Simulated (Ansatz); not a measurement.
# One crystal, many levels of theory: ZnSeO3 (Pnma), part 2 of 2

What gap does each level of theory give for ZnSeO3 (Pnma), and in what time?

Ansatz 0.2.0; density functionals, hybrids and G0W0, plane waves, PAW. Known limits of the many-body steps: finite bands, screening cutoff and k mesh; no spin-orbit coupling in G0W0; d shells not analysed.

So far. Step 4 (HSE06 on the 4×2×4 mesh): Over mesh and listed points the gap is 5.138 eV, from k = (0.000, 0.500, 0.000) to k = (0.250, 0.000, 0.000). The least direct gap found is 5.368 eV, at k = (0.200, 0.000, 0.000). HSE06 against r2SCAN: 5.138 − 4.157 = +0.981 eV. The runs also differ in mesh (4×4×4 and 4×2×4) and plane-wave cutoff (500 eV and 420 eV), so how much of this comes from the functional alone is not known.

### Step 6. G0W0@r2SCAN, 4×2×4 mesh, 1546 empty bands, screening to 200 eV, hard PAW files

G0W0 replaces the xc potential by a self-energy built once from the orbitals of the start. Levels are corrected in the window of bands that the input names, at points of the mesh.

This step: G0W0 on r2SCAN, plane waves, PAW.

Contents of input.yaml:

```yaml
crystal:
  lattice:
    - [6.004009, 0.0, 0.0]
    - [0.0, 7.810489, 0.0]
    - [0.0, 0.0, 5.135797]
  atoms:
    - { symbol: Zn, position: [0.0, 0.5, 0.5] }
    - { symbol: Zn, position: [0.5, 0.5, 0.0] }
    - { symbol: Zn, position: [0.5, 0.0, 0.0] }
    - { symbol: Zn, position: [0.0, 0.0, 0.5] }
    - { symbol: Se, position: [0.9617710496, 0.75, 0.0127346654] }
    - { symbol: Se, position: [0.5382289504, 0.25, 0.5127346654] }
    - { symbol: Se, position: [0.4617710496, 0.75, 0.4872653346] }
    - { symbol: Se, position: [0.0382289504, 0.25, 0.9872653346] }
    - { symbol: O, position: [0.1956463275, 0.4206104718, 0.875477039] }
    - { symbol: O, position: [0.3043536725, 0.5793895282, 0.375477039] }
    - { symbol: O, position: [0.6956463275, 0.0793895282, 0.624522961] }
    - { symbol: O, position: [0.8043536725, 0.9206104718, 0.124522961] }
    - { symbol: O, position: [0.8043536725, 0.5793895282, 0.124522961] }
    - { symbol: O, position: [0.6956463275, 0.4206104718, 0.624522961] }
    - { symbol: O, position: [0.3043536725, 0.9206104718, 0.375477039] }
    - { symbol: O, position: [0.1956463275, 0.0793895282, 0.875477039] }
    - { symbol: O, position: [0.0773988991, 0.25, 0.3192540354] }
    - { symbol: O, position: [0.4226011009, 0.75, 0.8192540354] }
    - { symbol: O, position: [0.5773988991, 0.25, 0.1807459646] }
    - { symbol: O, position: [0.9226011009, 0.75, 0.6807459646] }
kpoints:
  mp_grid: { grid: [4, 2, 4] }
hamiltonian:
  xc: r2scan
  pseudopotentials: { kind: paw, source: ansatz }
scf:
  occupations: { method: fixed }
gw:
  n_empty_bands: 1546
  ecut_chi: 200.0
  qp_bands: [v4, c4]
  qp_kpoints: band_edges
  screening: { model: contour_deformation }
```

Run with:

```sh
> ansatz run input.yaml --threads 16 --pin off --max-ram 82944MiB --backend cuda --events-out ev --progress --plain --runs-dir out --devices 1 --max-vram 78GiB
```

Numbers of over 12 decimals in the logs are rounded to 6 here.

What it wrote:

```text
GPUs: using 1 of 1 available (devices: 1).
[...]
Crystal: 20 atoms, lattice volume = 240.839 Å³
Basis set: ecut = 1050 eV, 18633 PW (Γ), exchange–correlation on 320×432×288 points (64 copies of the dense FFT grid, shifted against one another)
Bands: 130, of which v1, the nominal top of the filled ones, is band 108 counted from 1 (107 counted from 0)
Symmetry: 8 space group operations
[...]
k-points: 18 of 32
[...]
11   110     12.4998   -10.9894    -4.0569   -15.8018  0.8199    13.2599    13.2553  root
    11   111     13.0752   -12.2477    -3.9461   -17.0518  0.8092    13.9397    13.9333  root
[...]
17   109     13.0380   -11.7900    -3.9685   -16.5822  0.8124    13.8676    13.8617  root
    17   110     13.0380   -11.7900    -3.9685   -16.5822  0.8124    13.8676    13.8617  root
    17   111     13.0380   -11.7900    -3.9685   -16.5822  0.8124    13.8676    13.8617  root
    17   112     13.0380   -11.7900    -3.9685   -16.5822  0.8124    13.8676    13.8617  root
[key lines of the parts left out:]
SCF converged after 10 iterations
```

It took 6.8 min on 1 × NVIDIA GB200 (shared by 2 runs) with 16 threads of Arm Neoverse V2, shared host; peak memory 21 GiB; 17 min of CPU time.

This step gave:

| Quantity | Value |
| --- | --- |
| bands summed | 1654 |
| RPA ε∞ on this mesh (eigenvalues) | 3.512, 3.856, 4.009 |
| plane waves in the screening matrix | 1541 |
| G0W0 gap over the corrected points | 5.692 eV |
| k of the valence top | 0, -0.5, 0 |
| k of the conduction bottom | 0.25, 0, 0 |
| starting gap on the mesh | 4.173 eV |
| Z at the valence top | 0.7823 |
| Z at the conduction bottom | 0.8263 |
| least direct G0W0 gap over the corrected points | 5.967 eV |

Over all 18 irreducible mesh points the G0W0 gap is 5.692 eV, from k = (0.000, -0.500, 0.000) to k = (0.250, 0.000, 0.000). The r2SCAN gap of this run on the mesh is 4.173 eV. The two states that bound the G0W0 gap lie that far apart at the start, so the correction of the gap is 5.692 − 4.173 = +1.519 eV.

### Step 7. All levels together

Each gap is the least one over the points named; times are wall times on shared hosts, not benchmarks. A G0W0 time includes the run's own self-consistent start. Runs with listed points see these and the mesh alone, so an edge that moves elsewhere is missed. Rows marked * are further runs, not shown as steps, whose inputs differ from the G0W0 step on the same start in the columns given; solver thresholds can differ too. Symmetry makes (0.000, 0.500, 0.000) and (0.000, -0.500, 0.000) one point.

```csv
level,mesh,"files, cutoff","bands summed, screening",points,gap (eV),valence top,conduction bottom,least direct gap (eV),time
r2SCAN,4×4×4,"soft_2 PAW, 500 eV",-,mesh and path,4.157,"(0.000, 0.500, 0.000)","(0.250, 0.000, 0.000)",4.381,3.1 s
r2SCAN+SOC,4×4×4,"soft_2 PAW, 500 eV",-,mesh and listed points,4.153,"(0.000, 0.500, 0.000)","(0.250, 0.000, 0.000)",4.377,5 s
HSE06,4×2×4,"soft_2 PAW, 420 eV",-,mesh and listed points,5.138,"(0.000, 0.500, 0.000)","(0.250, 0.000, 0.000)",5.368,28 s
HSE06+SOC,4×2×4,"soft_2 PAW, 420 eV",-,mesh and listed points,5.134,"(0.000, 0.500, 0.000)","(0.250, 0.000, 0.000)",5.363,2 min
G0W0@r2SCAN*,4×2×4,"hard PAW, 1050 eV","826, 120 eV",all 18 irreducible mesh points,5.589,"(0.000, -0.500, 0.000)","(0.250, 0.000, 0.000)",5.875,2.4 min
G0W0@r2SCAN,4×2×4,"hard PAW, 1050 eV","1654, 200 eV",all 18 irreducible mesh points,5.692,"(0.000, -0.500, 0.000)","(0.250, 0.000, 0.000)",5.967,6.8 min
G0W0@r2SCAN*,4×4×4,"hard PAW, 1050 eV","826, 120 eV",all 27 irreducible mesh points,5.588,"(0.000, -0.500, 0.000)","(0.250, 0.000, 0.000)",5.875,5.2 min
```

### Step 8. What came out

| Item | Value |
| --- | --- |
| r2SCAN, over mesh and path | 4.157 eV |
| r2SCAN+SOC, over mesh and listed points | 4.153 eV |
| HSE06, over mesh and listed points | 5.138 eV |
| HSE06+SOC, over mesh and listed points | 5.134 eV |
| G0W0@r2SCAN (1654 bands, 4×2×4), over all 18 irreducible mesh points | 5.692 eV |
| known limits | finite bands, screening cutoff and k mesh; no spin-orbit coupling in G0W0; d shells not analysed |

In words: The rows run from 4.153 eV (r2SCAN+SOC) to 5.692 eV (G0W0@r2SCAN (1654 bands, 4×2×4)). They differ in mesh, files, plane-wave cutoff, bands and screening cutoff of G0W0 and the points over which the gap was sought as well as in level, so only pairs that share these are like for like. r2SCAN+SOC against r2SCAN: 4.153 − 4.157 = −0.004 eV, with the same mesh, set of files (read in its fully relativistic form for the spin-orbit run) and cutoff, and both edges at the same k points. The spin-orbit run sees mesh and listed points alone, so its gap is an upper bound: the coupling can move an edge off these points, and the change over the zone, its sign included where it is small, is not known. HSE06+SOC against HSE06: 5.134 − 5.138 = −0.004 eV, with the same mesh, set of files (read in its fully relativistic form for the spin-orbit run) and cutoff, and both edges at the same k points. The spin-orbit run sees mesh and listed points alone, so its gap is an upper bound: the coupling can move an edge off these points, and the change over the zone, its sign included where it is small, is not known. G0W0@r2SCAN (1654 bands, 4×2×4) moves the gap of its own start on the mesh by 5.692 − 4.173 = +1.519 eV, between the same two levels. Both edges that r2SCAN shows over mesh and path lie at k points where levels were corrected. Levels at other points were not corrected, so a lower G0W0 gap elsewhere in the zone is not ruled out. What spin-orbit coupling does to the G0W0 levels was not computed, so no sum with the G0W0 gap is formed. For G0W0@r2SCAN: from 826 bands and 120 eV to 1654 bands and 200 eV the gap moves by 5.692 − 5.589 = +0.103 eV; bands and screening cutoff rise together, so their parts are not told apart. Two runs can't test a law of convergence, so the limit is not known. With the 4×4×4 mesh in place of the 4×2×4 mesh and all else as in the G0W0@r2SCAN row with 826 bands, the gap differs by 5.588 − 5.589 = −0.001 eV, and that of the start by 4.173 − 4.173 = +0.000 eV. The G0W0 runs are scalar-relativistic. One-shot GW is known to converge slowly in bands for compounds with shallow d shells. The cell holds Zn; the filling of the d shell and its place against the gap were not analysed here. G0W0 is shown with one set of atomic data (hard PAW), so the error from the files is not known here. Failed or unusable runs of this series, left out of the table: G0W0@HSE06 (4×2×4 mesh, hard PAW files, 930 eV, 1546 empty bands) reached its time limit after 15 min; G0W0@PBE0 (4×2×4 mesh, hard PAW files, 930 eV, 1546 empty bands) reached its time limit after 12 min.

[Paths, hosts, dates, memory and timing lines, banners, echoed tables and standing remarks are left out of the program output.]

[Logs are printed without paths, hosts, clocks, repeated set-up lines and the standing remarks that a program may print on its own settings, such as how far it seeks lower states.]

[Runs of the session that timed out or met a known fault of the program may be left out.]

[Cells called generated may have been cut or substituted from an entry of the Crystallography Open Database or the Materials Project.]

[Hosts, paths, dates, database ids (printed as entryN), source tags and the programs' standing remarks are cut or masked in the printed files.]

[Where an RPA ε∞ is given, it is that of the G0W0 mesh and is not shown converged in it. Names of k-points follow the symmetry that the program found, which can be lower than the space group named. Band edges on a path are those of the sampled points; other points can move an edge, and change direct to indirect where valleys lie close.]

[Hybrid gaps are those of their k-mesh and are not shown converged in it.]
